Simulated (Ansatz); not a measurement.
# Ca3AsCl2F: complex band structure, part 2 of 4

A new crystal, Ca3AsCl2F: structure, gap and complex bands. It is built by putting F for part of the Cl in the Ca3AsCl3 structure of space group Pm-3m, with the volume rescaled by atomic radii. The parent structure comes from the Materials Project.

Ansatz 0.2.0; PBE DFT, plane waves, PAW files (the session's first sound run).

So far, gap on the k-mesh (eV): step 3 (band edges) 1.91.

The structure was built from a prototype and need not be the compound's stable phase.

## (4) Complex bands, plane (001)

This step: PBE DFT, plane waves, PAW files; complex bands by layer matching along the plane's normal (Ansatz 0.2.0).

The same crystal is laid in a cell whose first two vectors span the (001) plane (indices of the standard conventional cell, whose axes can be ordered otherwise than in the bulk input). At fixed energy and wavevector in the plane the solver finds all kz, real and complex. A few wavevectors are listed, (0, 0) and (0.5, 0) in units of the plane's reciprocal vectors; the slowest state needn't be among them.

input.yaml

```yaml
crystal:
  lattice:
    - [5.58909349, 0.0, 0.0]
    - [0.0, 5.58909349, 0.0]
    - [0.0, 0.0, 5.823653465]
  atoms:
    - { symbol: Ca, position: [0.0, 0.5, 0.0] }
    - { symbol: Ca, position: [0.0, 0.0, 0.5] }
    - { symbol: Ca, position: [0.5, 0.0, 0.0] }
    - { symbol: As, position: [0.0, 0.0, 0.0] }
    - { symbol: F, position: [0.5, 0.5, 0.0] }
    - { symbol: Cl, position: [0.0, 0.5, 0.5] }
    - { symbol: Cl, position: [0.5, 0.0, 0.5] }
kpoints:
  mp_grid: { grid: [4, 4, 4] }
scf:
  occupations: { method: fixed }
hamiltonian:
  xc: pbe
output:
  eigenvalues: true
  transmission:
    leads: [[0, 0]]
    kpoints: [[0.0, 0.0], [0.5, 0.0]]
    e_range: [-1.0, 2.91]
    de: 0.08
```

Started as:

```
ansatz run input.yaml --threads 2 --pin off --max-ram 4096MiB --backend cpu --events-out ev --progress --plain --runs-dir out
```

Numbers of over 12 decimals in the logs are rounded to 6 here.

The log of the run:

```text
[...]
Crystal: 7 atoms, lattice volume = 181.919 Å³
Basis set: ecut = 420 eV, 3559 PW (Γ)
Bands: 40, of which v1, the nominal top of the filled ones, is band 33 counted from 1 (32 counted from 0)
Symmetry: 16 space group operations
[...]
k-points: 18 of 64
[...]
SCF iter   1: F=—  HF=-13286.616942 eV  |F-HF|=—  |Δ(HF+E_count)|=         —  Δρ=9.94e-4  dr2=1.35e-3  ethr=1.77e-3  ⟨swp⟩=6.0  Hψ=2567  notcnv=0  defer=73
[...]
SCF iter   7: F=-13286.618535 eV  HF=-13286.618535 eV  |F-HF|=5.28e-9  |Δ(HF+E_count)|=   9.42e-9  Δρ=3.74e-6  dr2=4.62e-8  ethr=1.52e-10  ⟨swp⟩=17.8  Hψ=4286  notcnv=0
SCF 1 converged in 7 iterations: F = -13286.618535 eV  dr2 = 4.62e-8
[...]
transmission: 8 of 16 steps passed
transmission: 16 of 16 steps passed
SCF converged after 7 iterations
Free energy (F): -13286.618535 eV
[...]
Internal energy: -13286.618535 eV  (E = F + TS)
E sigma→0 (E₀):  -13286.618535 eV
Fermi energy:    5.135591 eV
[...]
--- Band table (eV; the first three rows and the last of 18) ---
  k-point 0: bands = [... 29 lower, 2.0624, 5.1316, 5.1356, 5.1356, 7.0441, 7.0441, 7.3721, 7.5752, ... 3 higher]
  k-point 1: bands = [... 29 lower, 2.0043, 4.3439, 4.8773, 4.8773, 7.4985, 7.7364, 7.7364, 8.0607, ... 3 higher]
  k-point 2: bands = [... 29 lower, 1.9491, 3.7703, 4.6923, 4.6923, 7.6793, 8.5087, 8.5119, 8.7203, ... 3 higher]
  k-point 17: bands = [... 29 lower, 2.2336, 3.7815, 3.7815, 3.8844, 8.9890, 9.3135, 9.7297, 9.7297, ... 3 higher]
--- Transmission ---
  basis      : 277 plane waves across, 8 finite elements along
  points     : 2, as listed
  energies   : 49 from -1.000000 to 2.840000 eV about the Fermi level, 0.080000 eV apart; the leads are filled to 0.954251 eV, and channels, transmission and decay are at 0.920000 eV
  crystal 0  : Ca3As1F1Cl2, at the sites [0, 0], period 5.8237 Å: whole cells are its period
    offset         : up to 0.0000 Å between an atom of the period and one for which it stands
    channels       : 0.000000e0 a spin
    conductance    : none, the energies end too early or step too widely for 300 K: set another output.transmission.e_range or a lower de, or, where they end at an eighth of basis.ecutwfc, a higher one
    slowest decay  : 0.1796 /Å at (0.0000, 0.0000)
```

Wall time 53 s (2 threads of Arm Neoverse V1, shared host); peak memory 0.93 GiB; 1.7 min of CPU time.

Numbers from this step:

| Property | Result |
| --- | --- |
| level to which the leads are filled | 0.9543 eV from the Fermi level |
| decay constant at the filling level, zone centre | 0.1796 Å⁻¹ |
| decay constant at the filling level, slowest listed point | 0.1796 Å⁻¹ |

K parallel (0, 0); values up to 1.5 1/Å, a degenerate pair printed once or twice; energies at which all values exceed this have no row. Im kz of the slowest decaying states against energy, zero at the highest filled level on the SCF mesh:

```
energy (eV)  decay 1 (Å⁻¹)  decay 2 (Å⁻¹)  decay 3 (Å⁻¹)  decay 4 (Å⁻¹)
    -1.0000          0.424          0.464          0.485          0.751
    -0.7600          0.325          0.465          0.485          0.754
    -0.5200          0.165          0.464          0.483          0.753
    -0.2800          0.462          0.479          0.750          0.863
    -0.0400          0.459          0.474          0.745          0.847
     0.2800          0.119          0.188          0.453          0.466
     0.5200          0.152          0.222          0.447          0.457
     0.7600          0.171          0.231          0.440          0.448
     1.0000          0.183          0.226          0.432          0.436
     1.2400          0.188          0.208          0.422          0.423
     1.4800          0.176          0.187          0.408          0.412
     1.7200          0.123          0.179          0.390          0.400
     1.9600          0.162          0.363          0.369          0.387
     2.2800          0.109          0.333          0.367          0.558
     2.5200          0.300          0.349          0.515          0.569
     2.7600          0.184          0.264          0.330          0.474
```

K parallel (0, 0). Re kz of states that move upwards against energy, zero at the highest filled level on the SCF mesh:

```
energy (eV)  channel 1 (Å⁻¹)  channel 2 (Å⁻¹)  channel 3 (Å⁻¹)  channel 4 (Å⁻¹)
    -1.0000           -0.329                -                -                -
    -0.7600           -0.261                -                -                -
    -0.5200           -0.200                -                -                -
    -0.2800           -0.288           -0.288           -0.137                -
    -0.0400          -0.0878          -0.0878          -0.0462                -
     0.2800                -                -                -                -
     0.5200                -                -                -                -
     0.7600                -                -                -                -
     1.0000                -                -                -                -
     1.2400                -                -                -                -
     1.4800                -                -                -                -
     1.7200                -                -                -                -
     1.9600           0.0669           0.0669                -                -
     2.2800            0.154            0.189            0.189                -
     2.5200           0.0877            0.251            0.251            0.460
     2.7600            0.200            0.306            0.306                -
```

K parallel (0.5, 0); values up to 1.5 1/Å, a degenerate pair printed once or twice; energies at which all values exceed this have no row. The Im kz of the slowest decaying states by energy, zero at the highest filled level on the SCF mesh:

```
energy (eV)  decay 1 (Å⁻¹)  decay 2 (Å⁻¹)  decay 3 (Å⁻¹)  decay 4 (Å⁻¹)
      -1.00          0.317          0.446          0.524          0.736
      -0.84          0.219          0.470          0.524          0.737
      -0.60          0.490          0.523          0.736          0.745
      -0.44         0.0841          0.498          0.522          0.734
      -0.20          0.160          0.175          0.504          0.521
      -0.04          0.208          0.219          0.506          0.519
       0.12          0.231          0.251          0.506          0.517
       0.36          0.257          0.276          0.503          0.514
       0.52          0.269          0.282          0.499          0.512
       0.76          0.282          0.283          0.492          0.509
       0.92          0.277          0.289          0.485          0.506
       1.08          0.268          0.294          0.478          0.505
       1.32          0.246          0.297          0.464          0.503
       1.48          0.226          0.297          0.454          0.504
       1.72          0.184          0.295          0.436          0.515
       1.88          0.145          0.292          0.423          0.521
       2.04         0.0804          0.287          0.408          0.509
       2.28          0.276          0.382          0.490          0.579
       2.44          0.268          0.362          0.477          0.568
       2.68          0.251          0.328          0.455          0.556
       2.84          0.237          0.301          0.440          0.510
```

At the listed wavevectors the last open channel is at -0.04 eV and the next at +1.96 eV on the grid. At +0.92 eV, the grid energy nearest the filling level (the middle of the gap on the SCF mesh), the slowest state at the listed wavevectors decays with κ = 0.180 Å⁻¹, its amplitude falling by e over 5.6 Å. Through 1 nm of this crystal that state's transmission falls by exp(−2 × 0.180 Å⁻¹ × 10 Å) = 0.028.

## (5) Decay over the two-dimensional zone

The listed points could miss the slowest state, so one energy near mid-gap is solved on a mesh of 8×8.

Changes to input.yaml since step 4:

```diff
@@ -21,6 +21,2 @@
   eigenvalues: true
-  transmission:
-    leads: [[0, 0]]
-    kpoints: [[0.0, 0.0], [0.5, 0.0]]
-    e_range: [-1.0, 2.91]
-    de: 0.08
+  transmission: { leads: [[0, 0]], kmesh: [8, 8], e_range: [0.95, 0.96], de: 0.05 }
```

The log of the run:

```text
[...]
Crystal: 7 atoms, lattice volume = 181.919 Å³
Basis set: ecut = 420 eV, 3559 PW (Γ)
Bands: 40, of which v1, the nominal top of the filled ones, is band 33 counted from 1 (32 counted from 0)
Symmetry: 16 space group operations
[...]
k-points: 18 of 64
[...]
SCF iter   1: F=—  HF=-13286.616942 eV  |F-HF|=—  |Δ(HF+E_count)|=         —  Δρ=9.94e-4  dr2=1.35e-3  ethr=1.77e-3  ⟨swp⟩=6.0  Hψ=2567  notcnv=0  defer=73
[...]
SCF iter   7: F=-13286.618535 eV  HF=-13286.618535 eV  |F-HF|=5.28e-9  |Δ(HF+E_count)|=   9.42e-9  Δρ=3.74e-6  dr2=4.62e-8  ethr=1.52e-10  ⟨swp⟩=17.8  Hψ=4286  notcnv=0
SCF 1 converged in 7 iterations: F = -13286.618535 eV  dr2 = 4.62e-8
[...]
transmission: 32 of 120 steps passed
transmission: 64 of 120 steps passed
transmission: 96 of 120 steps passed
transmission: 120 of 120 steps passed
SCF converged after 7 iterations
Free energy (F): -13286.618535 eV
[...]
Internal energy: -13286.618535 eV  (E = F + TS)
E sigma→0 (E₀):  -13286.618535 eV
Fermi energy:    5.135591 eV
[...]
--- Band table (eV; the first three rows and the last of 18) ---
  k-point 0: bands = [... 29 lower, 2.0624, 5.1316, 5.1356, 5.1356, 7.0441, 7.0441, 7.3721, 7.5752, ... 3 higher]
  k-point 1: bands = [... 29 lower, 2.0043, 4.3439, 4.8773, 4.8773, 7.4985, 7.7364, 7.7364, 8.0607, ... 3 higher]
  k-point 2: bands = [... 29 lower, 1.9491, 3.7703, 4.6923, 4.6923, 7.6793, 8.5087, 8.5119, 8.7203, ... 3 higher]
  k-point 17: bands = [... 29 lower, 2.2336, 3.7815, 3.7815, 3.8844, 8.9890, 9.3135, 9.7297, 9.7297, ... 3 higher]
--- Transmission ---
  basis      : 277 plane waves across, 8 finite elements along
  points     : 15, standing for a mesh of 8 x 8
  energies   : 1 from 0.950000 to 0.950000 eV about the Fermi level; the leads are filled to 0.954251 eV, and channels, transmission and decay are at 0.950000 eV
[...]
channels       : 0.000000e0 a spin
    conductance    : none, crystal 0 has no channel at the energies, or these end too early or step too widely for 300 K: set another output.transmission.e_range or a lower de, or, where they end at an eighth of basis.ecutwfc, a higher one
    slowest decay  : 0.1808 /Å at (0.0000, 0.0000)
```

Wall time 57 s (2 threads); peak memory 1 GiB.

This step gave:

- least decay constant on the mesh: 0.1808 Å⁻¹

Slowest decay constant (1/Å; 0 where a channel is open) over k1 and k2. At 0.9500 eV from the Fermi level.

Ten even steps from '0' (0.181) to '9' (0.521):
```
76532356
55422245
33211123
22210122
33211123
55422245
76532356
97532357
```
Columns: k1 (b1) from -0.5 to 0.375; rows upwards: k2 (b2) from -0.5 to 0.375.

The least value on the mesh is 0.181 Å⁻¹ at +0.95 eV. At that energy the listed points give about 0.181 Å⁻¹ by interpolation, so the mesh holds no clearly slower state.

## (6) Decaying states in the gap, plane (100)

The same for the (100) plane, at (0, 0) and (0.5, 0), to see how the decay depends on direction.

input.yaml

```yaml
crystal:
  lattice:
    - [5.58909349, 0.0, 0.0]
    - [0.0, 5.823653465, 0.0]
    - [0.0, 0.0, 5.58909349]
  atoms:
    - { symbol: Ca, position: [0.5, 0.0, 0.0] }
    - { symbol: Ca, position: [0.0, 0.5, 0.0] }
    - { symbol: Ca, position: [0.0, 0.0, 0.5] }
    - { symbol: As, position: [0.0, 0.0, 0.0] }
    - { symbol: F, position: [0.5, 0.0, 0.5] }
    - { symbol: Cl, position: [0.5, 0.5, 0.0] }
    - { symbol: Cl, position: [0.0, 0.5, 0.5] }
kpoints:
  mp_grid: { grid: [4, 4, 4] }
scf:
  occupations: { method: fixed }
hamiltonian:
  xc: pbe
output:
  eigenvalues: true
  transmission:
    leads: [[0, 0]]
    kpoints: [[0.0, 0.0], [0.5, 0.0]]
    e_range: [-1.0, 2.91]
    de: 0.1
```

The log of the run:

```text
[...]
Crystal: 7 atoms, lattice volume = 181.919 Å³
Basis set: ecut = 420 eV, 3559 PW (Γ)
Bands: 40, of which v1, the nominal top of the filled ones, is band 33 counted from 1 (32 counted from 0)
Symmetry: 16 space group operations
[...]
k-points: 18 of 64
[...]
SCF iter   1: F=—  HF=-13286.617035 eV  |F-HF|=—  |Δ(HF+E_count)|=         —  Δρ=9.95e-4  dr2=1.34e-3  ethr=1.77e-3  ⟨swp⟩=5.9  Hψ=2559  notcnv=0  defer=77
[...]
SCF iter   7: F=-13286.618535 eV  HF=-13286.618535 eV  |F-HF|=6.08e-9  |Δ(HF+E_count)|=   2.10e-8  Δρ=3.58e-6  dr2=4.09e-8  ethr=1.52e-10  ⟨swp⟩=17.7  Hψ=4187  notcnv=0
SCF 1 converged in 7 iterations: F = -13286.618535 eV  dr2 = 4.09e-8
[...]
transmission: 9 of 18 steps passed
transmission: 18 of 18 steps passed
SCF converged after 7 iterations
Free energy (F): -13286.618535 eV
[...]
Internal energy: -13286.618535 eV  (E = F + TS)
E sigma→0 (E₀):  -13286.618535 eV
Fermi energy:    5.135579 eV
[...]
--- Band table (eV; the first three rows and the last of 18) ---
  k-point 0: bands = [... 29 lower, 2.0624, 5.1316, 5.1356, 5.1356, 7.0441, 7.0441, 7.3721, 7.5752, ... 3 higher]
  k-point 1: bands = [... 29 lower, 2.0344, 4.3000, 4.8388, 4.9526, 7.1356, 7.7614, 7.8929, 8.1013, ... 3 higher]
  k-point 2: bands = [... 29 lower, 2.0080, 3.6769, 4.6351, 4.8080, 7.2429, 8.5101, 8.5634, 8.8730, ... 3 higher]
  k-point 17: bands = [... 29 lower, 2.2336, 3.7815, 3.7815, 3.8844, 8.9890, 9.3135, 9.7297, 9.7297, ... 3 higher]
--- Transmission ---
  basis      : 289 plane waves across, 9 finite elements along
  points     : 2, as listed
[...]
crystal 0  : Ca3As1Cl2F1, at the sites [0, 0], period 5.5891 Å: whole cells are its period
[...]
channels       : 0.000000e0 a spin
[...]
slowest decay  : 0.1920 /Å at (0.0000, 0.0000)
```

Run time: 68 s. Hardware: 2 threads; peak memory 0.84 GiB.

This step gave:

| Item | Value |
| --- | --- |
| decay constant at the filling level, zone centre | 0.1920 Å⁻¹ |
| decay constant at the filling level, slowest listed point | 0.192 Å⁻¹ |

K parallel (0, 0); values up to 1.5 1/Å, a degenerate pair printed once or twice; energies at which all values exceed this have no row. The Im kz of the slowest decaying states by energy, zero at the highest filled level on the SCF mesh:

```
energy (eV)  decay 1 (Å⁻¹)  decay 2 (Å⁻¹)  decay 3 (Å⁻¹)  decay 4 (Å⁻¹)
      -1.00          0.406          0.434          0.511          0.558
      -0.80          0.319          0.437          0.438          0.558
      -0.70          0.262          0.394          0.437          0.558
      -0.50          0.278          0.438          0.556          0.618
      -0.40          0.184          0.438          0.554          0.618
      -0.20          0.437          0.550          0.618          0.761
      -0.10          0.437          0.547          0.617          0.758
       0.00         0.0017        0.00385         0.0260          0.436
       0.10         0.0761          0.124          0.161          0.434
       0.20          0.105          0.164          0.213          0.433
       0.40          0.142          0.205          0.267          0.429
       0.60          0.165          0.223          0.292          0.425
       0.70          0.174          0.227          0.298          0.422
       0.90          0.187          0.227          0.302          0.416
       1.00          0.192          0.223          0.301          0.413
       1.20          0.198          0.210          0.292          0.405
       1.30          0.200          0.200          0.285          0.401
       1.50          0.172          0.199          0.264          0.391
       1.70          0.128          0.194          0.235          0.362
       1.80         0.0942          0.189          0.216          0.270
       2.00          0.165          0.172          0.357          0.404
       2.10          0.127          0.158          0.348          0.395
       2.30          0.111          0.270          0.327          0.377
       2.40         0.0619          0.308          0.316          0.369
       2.60          0.294          0.348          0.353          0.449
       2.70          0.283          0.345          0.358          0.435
       2.90          0.262          0.328          0.363          0.403
```

K parallel (0, 0). Re kz of states that move upwards against energy, zero at the highest filled level on the SCF mesh:

```
energy (eV)  channel 1 (Å⁻¹)  channel 2 (Å⁻¹)  channel 3 (Å⁻¹)
      -1.00           -0.325                -                -
      -0.90           -0.298                -                -
      -0.70           -0.247                -                -
      -0.60           -0.222                -                -
      -0.50           -0.549           -0.197                -
      -0.30           -0.445           -0.283           -0.145
      -0.20           -0.300           -0.211           -0.116
      -0.10           -0.190           -0.137          -0.0798
       0.00                -                -                -
       0.10                -                -                -
       0.20                -                -                -
       0.30                -                -                -
       0.50                -                -                -
       0.60                -                -                -
       0.70                -                -                -
       0.90                -                -                -
       1.00                -                -                -
       1.20                -                -                -
       1.30                -                -                -
       1.40                -                -                -
       1.60                -                -                -
       1.70                -                -                -
       1.80                -                -                -
       2.00           0.0899            0.281                -
       2.10            0.132            0.499                -
       2.20            0.166                -                -
       2.40            0.147            0.224                -
       2.50           0.0802            0.190            0.250
       2.60            0.136            0.228            0.275
       2.80            0.220            0.295            0.324
       2.90            0.257            0.327            0.349
```

K parallel (0.5, 0); values up to 1.5 1/Å, a degenerate pair printed once or twice; energies at which all values exceed this have no row. Table of Im kz of the slowest decaying states by energy, zero at the highest filled level on the SCF mesh:

```
energy (eV)  decay 1 (Å⁻¹)  decay 2 (Å⁻¹)  decay 3 (Å⁻¹)  decay 4 (Å⁻¹)
      -1.00          0.121          0.488          0.513          0.806
      -0.70          0.488          0.547          0.804          0.866
      -0.40          0.137          0.486          0.564          0.799
      -0.20          0.102          0.214          0.484          0.569
       0.00          0.156          0.251          0.482          0.571
       0.10          0.174          0.262          0.480          0.571
       0.40          0.213          0.280          0.474          0.568
       0.70          0.239          0.280          0.467          0.560
       1.00          0.255          0.267          0.459          0.548
       1.20          0.252          0.263          0.453          0.538
       1.50          0.217          0.269          0.442          0.519
       1.80          0.161          0.272          0.430          0.495
       2.10         0.0258          0.269          0.417          0.466
       2.30          0.266          0.407          0.442          0.660
       2.60          0.256          0.392          0.400          0.634
       2.90          0.240          0.311          0.375          0.377
```

At the listed wavevectors the last open channel is at -0.10 eV and the next at +2.00 eV on the grid. At +1.00 eV, the grid energy nearest the filling level (the middle of the gap on the SCF mesh), the slowest state at the listed wavevectors decays with κ = 0.192 Å⁻¹, its amplitude falling by e over 5.2 Å; the first such run, plane (001), gave 0.180 Å⁻¹.

[end of part 2 of 4]

[Logs are printed without paths, hosts, clocks, repeated set-up lines and the standing remarks that a program may print on its own settings, such as how far it seeks lower states.]

[Hosts, paths, dates, database ids (printed as entryN), source tags and the programs' standing remarks are cut or masked in the printed files.]
